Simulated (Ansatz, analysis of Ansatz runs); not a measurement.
# Local vibrational mode of the bond-centred H+ along c in ZnO (HSE06)

Aim: the local vibrational mode of the bond-centred H+ along c in ZnO, to be set beside the measurement. Set-up: HSE06, 32-site cell, PBE lattice, 420 eV, k: the zone centre alone, anharmonic cut. The model is a cell of 32 host atoms with 1 H put in. The frequencies come from force constants among the defect atom and its neighbours, with the masses of the isotopes named. Exact exchange opens the gap, stiffens bonds and lessens the self-interaction error, at many times the cost.

Measured beforehand: O-H stretch, 1H: 3611.3 cm⁻¹ at 10 K, by IR absorption (quoted in “Hydrogen and Related Defects in Oxide Semiconductors”, 2012, M. C. Tarun, 2012 (Ph.D. dissertation, Washington State University), quoting earlier work (2002)). O-D stretch, 2H: 2668 cm⁻¹ at 9 K, by FTIR absorption (quoted in “Hydrogen-related defects in hydrothermally grown ZnO studied by Fourier Transform Infrared Spectroscopy”, 2010, Halvard Haug, quoting earlier work (2005)). The calculation is set beside it at the end.

Method: plane-wave PAW DFT, HSE06; relaxation of all atoms of a defect supercell, in Ansatz 0.2.0.

## 1. Starting point

The cell holds 33 atoms: 16 Zn, 16 O and 1 H. Its edges and angles: a = 6.559 Å, b = 6.559 Å, c = 10.587 Å, α = 90.0°, β = 90.0°, γ = 120.0°. It derives from ZnO (space group P6_3mc). Nearest the centre at fractional (0.667, 0.333, 0.368): H33 at 0.00 Å, O20 at 1.00 Å, Zn17 at 1.70 Å, Zn22 at 2.35 Å, Zn30 at 2.35 Å, Zn6 at 2.35 Å, O19 at 2.68 Å, O27 at 2.68 Å. The cell carries charge +1.

The host's primitive cell comes from a first run (plane-wave PAW DFT, PBE; relaxation of the host's cell and atoms): vectors of 3.280, 3.280 and 5.293 Å. That is 12.33 Å³ an atom, 3.6 % over the diffraction cell's volume. The supercell is built on it.

## 2. Relaxation, charge +1

Every later number rests on the structure around the defect, so the atoms are relaxed at the host's lattice first.

relax/input.yaml reads:

```yaml
relax:
  f_tol: 0.01
  max_steps: 80
  random_displacement: { amplitude: 0.02, seed: 755 }
crystal:
  lattice:
    - [6.55903994, 0.0, 0.0]
    - [-3.27951997, 5.68029521, 0.0]
    - [0.0, 0.0, 10.58650211]
  atoms:
    - { symbol: Zn, position: [0.166666667, 0.333333333, 0.249983552] }
    - { symbol: Zn, position: [0.333333333, 0.166666667, -1.6448e-05] }
    - { symbol: O, position: [0.333333333, 0.166666667, 0.189521448] }
    - { symbol: O, position: [0.166666667, 0.333333333, 0.439521448] }
    - { symbol: Zn, position: [0.166666667, 0.333333333, 0.749983552] }
    - { symbol: Zn, position: [0.333333333, 0.166666667, 0.499983552] }
    - { symbol: O, position: [0.333333333, 0.166666667, 0.689521448] }
    - { symbol: O, position: [0.166666667, 0.333333333, 0.939521448] }
    - { symbol: Zn, position: [0.166666667, 0.833333333, 0.249983552] }
    - { symbol: Zn, position: [0.333333333, 0.666666667, -1.6448e-05] }
    - { symbol: O, position: [0.333333333, 0.666666667, 0.189521448] }
    - { symbol: O, position: [0.166666667, 0.833333333, 0.439521448] }
    - { symbol: Zn, position: [0.166666667, 0.833333333, 0.749983552] }
    - { symbol: Zn, position: [0.333333333, 0.666666667, 0.499983552] }
    - { symbol: O, position: [0.333333333, 0.666666667, 0.689521448] }
    - { symbol: O, position: [0.166666667, 0.833333333, 0.939521448] }
    - { symbol: Zn, position: [0.666666667, 0.333333333, 0.207476594] }
    - { symbol: Zn, position: [0.833333333, 0.166666667, -1.6448e-05] }
    - { symbol: O, position: [0.833333333, 0.166666667, 0.189521448] }
    - { symbol: O, position: [0.666666667, 0.333333333, 0.463136425] }
    - { symbol: Zn, position: [0.666666667, 0.333333333, 0.749983552] }
    - { symbol: Zn, position: [0.833333333, 0.166666667, 0.499983552] }
    - { symbol: O, position: [0.833333333, 0.166666667, 0.689521448] }
    - { symbol: O, position: [0.666666667, 0.333333333, 0.939521448] }
    - { symbol: Zn, position: [0.666666667, 0.833333333, 0.249983552] }
    - { symbol: Zn, position: [0.833333333, 0.666666667, -1.6448e-05] }
    - { symbol: O, position: [0.833333333, 0.666666667, 0.189521448] }
    - { symbol: O, position: [0.666666667, 0.833333333, 0.439521448] }
    - { symbol: Zn, position: [0.666666667, 0.833333333, 0.749983552] }
    - { symbol: Zn, position: [0.833333333, 0.666666667, 0.499983552] }
    - { symbol: O, position: [0.833333333, 0.666666667, 0.689521448] }
    - { symbol: O, position: [0.666666667, 0.833333333, 0.939521448] }
    - { symbol: H, position: [0.666667002, 0.333332998, 0.368445448] }
total_charge: 1
basis:
  ecutwfc: 420
  xc_grid: 2
hamiltonian:
  xc: hse06
kpoints:
  mp_grid: { grid: [1, 1, 1] }
scf:
  occupations: { method: fermi_dirac, width: 0.01 }
  max_iter: 120
output:
  forces: true
checkpoint:
  write: "../relax.run"
  compress: false
  write_wavefunctions: true
  write_every: 100000
```

The run is started by

```console
$ ansatz run input.yaml --threads 4 --pin off --max-ram 7536MiB --backend cpu --events-out ev --progress --plain --runs-dir out
```

Numbers of over 12 decimals in the logs are rounded to 6 here.

Output:

```text
[... repeated set-up lines and file paths are left out, and long positions are rounded to six places ...]
exact exchange: scf.exx.singularity resolves to wigner_seitz, which cuts the screened interaction at the faces of the exchange supercell's Wigner-Seitz cell, so that each pair interacts once, at the shortest of its separations (the periodic images that this [...]
Engine: ansatz 0.2.0, x86_64-unknown-linux-gnu
Pseudopotentials: kind: paw
Pseudopotential: Zn, paw, valence charge 12, recommended cutoff 420 eV (normal), Zn.paw.azcp
Pseudopotential: O, paw, valence charge 6, recommended cutoff 420 eV (normal), O.paw.azcp
Pseudopotential: H, paw, valence charge 1, recommended cutoff 420 eV (normal), H.paw.azcp
Functional definition: HSE06
  parameter a = 0.25
  parameter omega = 0.11/bohr
  exchange = pbe_x - a*pbe_x_sr(omega) + a*exact_x_sr(omega)
  correlation = pbe_c
Crystal: 33 atoms, lattice volume = 394.424 Å³
Basis set: ecut = 420 eV, 7607 PW (Γ), exchange–correlation on 90×90×144 points (8 copies of the dense FFT grid, shifted against one another)
Bands: 177, of which v1, the nominal top of the filled ones, is band 144 counted from 1 (143 counted from 0)
Symmetry: 1 space group operations
k-points: 1
Non-local potential: Zn, projectors of the file, l = 0: 2, l = 1: 2, l = 2: 3, l = 3: 1
Non-local potential: O, projectors of the file, l = 0: 2, l = 1: 2, l = 2: 1
Non-local potential: H, projectors of the file, l = 0: 2, l = 1: 1
PAW form: soft (Blöchl's): semilocal exchange-correlation on the pseudo side does not see the compensation charge
PAW frozen core: Zn, regenerated for the run's functional, and the local potential with it (the file was generated under x = pbe(κ = 0.804, μ = 0.219515), c = pbe(β = 0.066725))
PAW frozen core: O, regenerated for the run's functional, and the local potential with it (the file was generated under x = pbe(κ = 0.804, μ = 0.219515), c = pbe(β = 0.066725))
PAW one-centre angular grid: Zn, 590 points (default); XC on 64 Gauss nodes
PAW one-centre angular grid: O, 110 points (default); XC on 96 Gauss nodes
PAW one-centre angular grid: H, 110 points (default); XC on 64 Gauss nodes
Initial density: superposition of atomic densities (neutral atoms scaled as one to the charged cell's electrons: chi_scale 0, normalization atom), corrected by the library's trained network
Initial wavefunctions: pseudopotential atomic-orbital guess
Functional: x = pbe(κ = 0.804, μ = 0.219515), c = pbe(β = 0.066725), warm-up for x = pbe(κ = 0.804, μ = 0.219515) + 0.25 (exact − pbe) at short range (hse, ω = 0.207870 Å⁻¹), c = pbe(β = 0.066725); [...]
SCF iter   1: F=—  HF=-62206.770546 eV  |F-HF|=—  |Δ(HF+E_count)|=         —  Δρ=2.62e-2  dr2=1.80e0  ethr=1.77e-3  ⟨swp⟩=12.0  Hψ=817  notcnv=0
preconditioner: auto → none  [insulator: Δε(μ)=0.627 eV  Ē_g=12.491 eV  σ=0.010 eV  W_gap=1.00  n_scr=110 (ndim 8)  ℏωp=31.7 eV  f_vac=0.039  D(μ)=0.00/eV (n_scr^D=0)]
SCF iter   2: F=—  HF=-62206.307089 eV  |F-HF|=—  |Δ(HF+E_count)|=   4.63e-1  Δρ=1.14e-2  dr2=2.98e-1  ethr=6.25e-4  ⟨swp⟩=7.0  Hψ=548  notcnv=0
iter 3 solved again at ethr=9.53e-6 eV; its pass at ethr=1.04e-4 eV (dr2=2.74e-2 eV) is discarded
SCF iter   3: F=—  HF=-62206.202052 eV  |F-HF|=—  |Δ(HF+E_count)|=   1.05e-1  Δρ=3.48e-3  dr2=2.75e-2  ethr=9.53e-6  ⟨swp⟩=2.0  Hψ=870  notcnv=0
SCF iter   4: F=—  HF=-62206.205037 eV  |F-HF|=—  |Δ(HF+E_count)|=   2.99e-3  Δρ=2.24e-3  dr2=2.26e-2  ethr=9.53e-6  ⟨swp⟩=6.0  Hψ=545  notcnv=0
SCF iter   5: F=—  HF=-62206.201295 eV  |F-HF|=—  |Δ(HF+E_count)|=   3.74e-3  Δρ=5.70e-4  dr2=7.32e-4  ethr=7.85e-6  ⟨swp⟩=6.0  Hψ=446  notcnv=0
SCF iter   6: F=—  HF=-62206.202339 eV  |F-HF|=—  |Δ(HF+E_count)|=   1.04e-3  Δρ=5.53e-4  dr2=1.03e-3  ethr=2.54e-7  ⟨swp⟩=4.0  Hψ=537  notcnv=0
SCF iter   7: F=—  HF=-62206.202266 eV  |F-HF|=—  |Δ(HF+E_count)|=   7.27e-5  Δρ=8.32e-5  dr2=2.59e-5  ethr=2.54e-7  ⟨swp⟩=3.0  Hψ=381  notcnv=0
SCF iter   8: F=—  HF=-62206.202267 eV  |F-HF|=—  |Δ(HF+E_count)|=   8.27e-7  Δρ=3.88e-5  dr2=5.48e-6  ethr=9.01e-9  ⟨swp⟩=3.0  Hψ=450  notcnv=0
SCF iter   9: F=—  HF=-62206.202266 eV  |F-HF|=—  |Δ(HF+E_count)|=   1.01e-6  Δρ=1.69e-5  dr2=7.86e-7  ethr=1.90e-9  ⟨swp⟩=3.0  Hψ=370  notcnv=0
SCF iter  10: F=—  HF=-62206.202266 eV  |F-HF|=—  |Δ(HF+E_count)|=   1.58e-8  Δρ=8.39e-6  dr2=2.02e-7  ethr=2.73e-10  ⟨swp⟩=3.0  Hψ=403  notcnv=0
SCF iter  11: F=-62206.202266 eV  HF=-62206.202266 eV  |F-HF|=1.94e-8  |Δ(HF+E_count)|=   1.74e-8  Δρ=2.65e-6  dr2=2.78e-8  ethr=7.02e-11  ⟨swp⟩=3.0  Hψ=390  notcnv=0
SCF 1 converged in 11 iterations: F = -62206.202266 eV  dr2 = 2.78e-8
  greatest PAW one-centre occupation: 0.988 electrons in one spin orbital (limit 2), on the Zn atom at site 16 (counted from 0), in its partial waves of l = 2
Initial density: handed on by an earlier stage of this run
Initial wavefunctions: those handed on with the density
Functional: x = pbe(κ = 0.804, μ = 0.219515) + 0.25 (exact − pbe) at short range (hse, ω = 0.207870 Å⁻¹), c = pbe(β = 0.066725); HSE06 as pw.x's `hse` composes it (authors' and Libxc's form: `xc: wpbeh`)
Exchange kernel: α = 0.2500, screened, ω = 0.2079 Å⁻¹, Wigner–Seitz truncation, v(0) = 690.4258 eV·Å³, q-mesh 1×1×1, nearest image of the exchange supercell L = 6.56 Å, pair-density grid 32×32×50, without the augmentation charges, whose exchange is taken in [...]
Frozen-core exchange: fock
iter 1 solved again at ethr=3.93e-4 eV; its pass at ethr=1.00e-1 eV (dr2=1.13e0 eV) is discarded
SCF iter   1: F=—  HF=-62204.614592 eV  |F-HF|=—  |Δ(HF+E_count)|=         —  Δρ=2.62e-2  dr2=1.51e0  ethr=3.93e-4  ⟨swp⟩=5.0  Hψ=850  notcnv=0
SCF iter   2: F=—  HF=-62204.149743 eV  |F-HF|=—  |Δ(HF+E_count)|=   4.65e-1  Δρ=4.77e-3  dr2=7.21e-2  ethr=3.93e-4  ⟨swp⟩=5.0  Hψ=596  notcnv=0
SCF iter   3: F=—  HF=-62204.264138 eV  |F-HF|=—  |Δ(HF+E_count)|=   1.14e-1  Δρ=5.77e-3  dr2=6.49e-2  ethr=1.81e-5  ⟨swp⟩=5.0  Hψ=656  notcnv=0
SCF iter   4: F=—  HF=-62204.253486 eV  |F-HF|=—  |Δ(HF+E_count)|=   1.07e-2  Δρ=2.44e-3  dr2=1.49e-2  ethr=1.81e-5  ⟨swp⟩=2.0  Hψ=354  notcnv=0
SCF iter   5: F=—  HF=-62204.253399 eV  |F-HF|=—  |Δ(HF+E_count)|=   8.70e-5  Δρ=8.40e-4  dr2=3.32e-3  ethr=3.34e-6  ⟨swp⟩=3.0  Hψ=488  notcnv=0
SCF iter   6: F=—  HF=-62204.264360 eV  |F-HF|=—  |Δ(HF+E_count)|=   1.10e-2  Δρ=7.27e-4  dr2=1.32e-3  ethr=7.53e-7  ⟨swp⟩=5.0  Hψ=604  notcnv=0
SCF iter   7: F=-62204.263610 eV  HF=-62204.263649 eV  |F-HF|=3.96e-5  |Δ(HF+E_count)|=   7.10e-4  Δρ=9.84e-5  dr2=4.81e-5  ethr=4.39e-7  ⟨swp⟩=4.0  Hψ=478  notcnv=0
SCF 2 stopped early in 7 iterations: F = -62204.263610 eV  dr2 = 4.81e-5
[...]
SCF iter   4: F=—  HF=-62205.357345 eV  |F-HF|=—  |Δ(HF+E_count)|=   2.75e-8  Δρ=2.48e-6  dr2=2.96e-8  ethr=3.27e-11  ⟨swp⟩=4.0  Hψ=426  notcnv=0
SCF iter   5: F=—  HF=-62205.357345 eV  |F-HF|=—  |Δ(HF+E_count)|=   9.68e-9  Δρ=7.16e-7  dr2=1.51e-9  ethr=9.34e-12  ⟨swp⟩=4.0  Hψ=428  notcnv=0
SCF iter   6: F=—  HF=-62205.357345 eV  |F-HF|=—  |Δ(HF+E_count)|=   1.38e-9  Δρ=5.42e-7  dr2=9.71e-10  ethr=1.46e-12 (applied; sched 1.00e-12)  ⟨swp⟩=3.0  Hψ=362  notcnv=0
SCF iter   7: F=-62205.357345 eV  HF=-62205.357345 eV  |F-HF|=2.18e-11  |Δ(HF+E_count)|=  2.91e-10  Δρ=1.33e-7  dr2=5.21e-11  ethr=1.30e-12 (applied; sched 1.00e-12)  ⟨swp⟩=3.0  Hψ=322  notcnv=0
SCF 24 converged in 7 iterations: F = -62205.357345 eV  dr2 = 5.21e-11
  Residual-converged pass: ⟨swp⟩=4.0  Hψ=467  notcnv=0  max |occ|·‖R‖ = 1.4e-7 eV (tolerance 1.8e-7 eV)  dr2=5.07e-11  dr2_onsite=1.79e-11  max |Δocc| = 0.0e0
hybrid outer 2: dexx = +9.758e-7 eV, tail = 1.15e-8 eV, Δε = 2.23e-4 eV (about 6.47e-6 eV left of the loop's levels), ΔF = 6.55e-3 eV/Å (tail 1.04e-2)
SCF iter   1: F=—  HF=-62205.357345 eV  |F-HF|=—  |Δ(HF+E_count)|=         —  Δρ=5.29e-7  dr2=1.42e-9  ethr=1.99e-11  ⟨swp⟩=12.0  Hψ=565  notcnv=0
SCF iter   2: F=—  HF=-62205.357345 eV  |F-HF|=—  |Δ(HF+E_count)|=  5.02e-10  Δρ=1.54e-7  dr2=1.39e-10  ethr=1.30e-12 (applied; sched 1.00e-12)  ⟨swp⟩=2.0  Hψ=321  notcnv=0
SCF iter   3: F=-62205.357345 eV  HF=-62205.357345 eV  |F-HF|=1.46e-11  |Δ(HF+E_count)|=  5.60e-10  Δρ=9.26e-8  dr2=3.00e-11  ethr=1.30e-12 (applied; sched 1.00e-12)  ⟨swp⟩=2.0  Hψ=321  notcnv=0
SCF 25 converged in 3 iterations: F = -62205.357345 eV  dr2 = 3.00e-11
  Residual-converged pass: ⟨swp⟩=3.0  Hψ=465  notcnv=0  max |occ|·‖R‖ = 1.6e-7 eV (tolerance 1.8e-7 eV)  dr2=3.43e-11  dr2_onsite=9.38e-12  max |Δocc| = 0.0e0
hybrid outer 3: dexx = +4.323e-10 eV, tail = 1.03e-10 eV, Δε = 6.04e-6 eV (about 5.41e-7 eV left of the loop's levels), ΔF = 1.14e-3 eV/Å (tail 2.20e-4)
relax step   8: F+E_penalty+E_count = -62205.35734459 eV  Δ(F+E_penalty+E_count) = -6.202e-5 eV  max|allowed force component| = 1.439e-3 eV/Å  Δτ_max = 0.0048 Å  (16 SCF iters, accepted)
hybrid SCF converged: 3 outer / 16 inner (+0 warm-up), last move |dexx| = 4.32e-10 eV, tail = 1.03e-10 eV
Stability not checked: this state was not tested for a lower state beside it, because the functional holds exact exchange (a hybrid, or Hartree-Fock), whose exchange loop this test does not read (fock_operator; see scf.lower_state_search)
Free energy (F): -62205.357345 eV
Harris-Foulkes:  -62205.357345 eV  (|F-HF|=1.46e-11)
Internal energy: -62205.357345 eV  (E = F + TS)
E sigma→0 (E₀):  -62205.357345 eV
Fermi energy:    6.861046 eV
--- Per-component energies (eV) ---
  E_band       = -158.560355
  E_kinetic    = 4914.054975
  E_local      = -33046.639391  (includes V_loc(G=0)·N_el)
  E_nonlocal   = 10734.142399
  E_hartree    = 13696.759282
  E_xc         = -2668.552981
  E_vxc        = -1840.450998  (∫ρ·V_xc dr)
  E_exx        = -982.776568  (= α·E_x^exact, valence–valence)
  E_paw        = -31610.592277  (= ΣΔE_a)
  E_vpaw       = -6347.665175  (= ΣTr[D̂ρ^β])
  E_aug_tail   = 0.032336  (compensation charges beyond the density's cutoff)
  E_ewald      = -23251.609231
  E_core_change = 9.824110  (= ΣΔE_core)
  E_smearing   = -0.000000  (= −TS)
  E_closure    = 0.000002  (closes the sum)
  E_deformation_potential = 13.654253  (in the stress; not in F)
  Σ components = -62205.357345   (vs F -62205.357345, Δ=0.00e0)
--- Forces (eV/Å), atoms counted from 1 ---
  atom   1  Zn    -0.00002251     0.00066496    -0.00004730
  atom   2  Zn     0.00007398     0.00001716    -0.00037611
  atom   3  O      0.00035023     0.00020497     0.00001399
  atom   4  O      0.00002428     0.00000220    -0.00133571
  atom   5  Zn     0.00001378    -0.00047440    -0.00006742
  atom   6  Zn     0.00031186     0.00013179     0.00053749
  atom   7  O     -0.00004555     0.00000424     0.00038866
  atom   8  O     -0.00009036     0.00037865     0.00021462
  atom   9  Zn     0.00061692    -0.00028465    -0.00006958
  atom  10  Zn    -0.00002393     0.00006559    -0.00001575
  atom  11  O      0.00002245     0.00002125    -0.00024132
  atom  12  O     -0.00000234    -0.00000378    -0.00143323
  atom  13  Zn    -0.00039815     0.00024825    -0.00006899
  atom  14  Zn     0.00004765     0.00004555     0.00074825
  atom  15  O     -0.00000701    -0.00003611    -0.00035888
  atom  16  O      0.00031533    -0.00016978     0.00016138
  atom  17  Zn    -0.00002881     0.00002901    -0.00025363
  atom  18  Zn    -0.00024695     0.00003875    -0.00018802
  atom  19  O     -0.00074595     0.00036670     0.00027493
  atom  20  O      0.00014733    -0.00001703    -0.00120992
  atom  21  Zn    -0.00002024    -0.00003050    -0.00025139
  atom  22  Zn    -0.00015966     0.00013869     0.00061528
  atom  23  O      0.00010350    -0.00000536     0.00055141
  atom  24  O     -0.00005616     0.00001607     0.00136907
  atom  25  Zn    -0.00063680    -0.00032996    -0.00003431
  atom  26  Zn    -0.00007011    -0.00017400    -0.00020547
  atom  27  O     -0.00006698    -0.00070845     0.00012549
  atom  28  O      0.00004085    -0.00000428    -0.00143689
  atom  29  Zn     0.00031021     0.00017692    -0.00003597
  atom  30  Zn     0.00003865    -0.00026127     0.00058049
  atom  31  O      0.00005078     0.00008651     0.00045527
  atom  32  O     -0.00029184    -0.00014521     0.00024036
  atom  33  H      0.00043266     0.00000783     0.00143638
  max |Σ_I F_I| component: 8.32e-5 eV/Å
--- Band table (eV) ---
  k-point 0: bands = ["-15.5613", "-13.5073", "-13.1564", "-13.1197", [... 152 left out ...] "13.3739", "13.9225", "14.3818", "14.3825"]
  guard bands above this table: 17 of the run's 177 bands. The solve was not asked for them (output.publish_guard_bands: true or output.eigenvalues: true publishes all)
--- Relaxed structure (8 steps of the walk, 8 accepted, 0 SCFs on fresh bases) ---
  F+E_penalty+E_count = -62205.35734459 eV   max|allowed force component| = 1.439e-3 eV/Å
  atoms:
    - { symbol: Zn, position: [0.166229, 0.332542, 0.250916] }
    - { symbol: Zn, position: [0.316204, 0.158067, -0.007316] }
    - { symbol: O, position: [0.327875, 0.163894, 0.183100] }
    - { symbol: O, position: [0.164629, 0.329489, 0.439052] }
    - { symbol: Zn, position: [0.169592, 0.339393, 0.750010] }
    - { symbol: Zn, position: [0.314872, 0.157424, 0.510572] }
    - { symbol: O, position: [0.334798, 0.167373, 0.695552] }
    - { symbol: O, position: [0.169054, 0.338204, 0.935889] }
    - { symbol: Zn, position: [0.166216, 0.833601, 0.250924] }
    - { symbol: Zn, position: [0.333219, 0.666573, 0.004768] }
    - { symbol: O, position: [0.333218, 0.666575, 0.192365] }
    - { symbol: O, position: [0.164635, 0.835110, 0.439061] }
    - { symbol: Zn, position: [0.169601, 0.830155, 0.750024] }
    - { symbol: Zn, position: [0.333180, 0.666572, 0.497708] }
    - { symbol: O, position: [0.333195, 0.666575, 0.683406] }
    - { symbol: O, position: [0.169040, 0.830770, 0.935903] }
    - { symbol: Zn, position: [0.666641, 0.333245, 0.170263] }
    - { symbol: Zn, position: [0.841755, 0.158039, -0.007355] }
    - { symbol: O, position: [0.835983, 0.163831, 0.183044] }
    - { symbol: O, position: [0.666432, 0.333239, 0.465108] }
    - { symbol: Zn, position: [0.666526, 0.333241, 0.757956] }
    - { symbol: Zn, position: [0.842267, 0.157477, 0.510503] }
    - { symbol: O, position: [0.832379, 0.167396, 0.695500] }
    - { symbol: O, position: [0.666572, 0.333242, 0.955448] }
    - { symbol: Zn, position: [0.667257, 0.833582, 0.250909] }
    - { symbol: Zn, position: [0.841739, 0.683620, -0.007338] }
    - { symbol: O, position: [0.835953, 0.672007, 0.183070] }
    - { symbol: O, position: [0.670264, 0.835120, 0.439046] }
    - { symbol: Zn, position: [0.660386, 0.830177, 0.749996] }
    - { symbol: Zn, position: [0.842294, 0.684817, 0.510537] }
    - { symbol: O, position: [0.832388, 0.664953, 0.695526] }
    - { symbol: O, position: [0.661580, 0.830748, 0.935874] }
    - { symbol: H, position: [0.666197, 0.333233, 0.374625] }
```

The job ended after 1.8 min (4 threads of Intel Xeon Platinum 8559C (Emerald Rapids), shared host; peak memory 1.1 GiB; 6.2 min of CPU time).

(Part 1 of 2 ends here.)

[Logs are printed without paths, hosts, clocks, repeated set-up lines and the standing remarks that a program may print on its own settings, such as how far it seeks lower states.]

[Hosts, paths, dates, database ids (printed as entryN), source tags and the programs' standing remarks are cut or masked in the printed files.]

[For some hosts the program warned that the k-mesh of the response run may be too coarse for force constants and the static dielectric constant; such warnings are not shown here.]
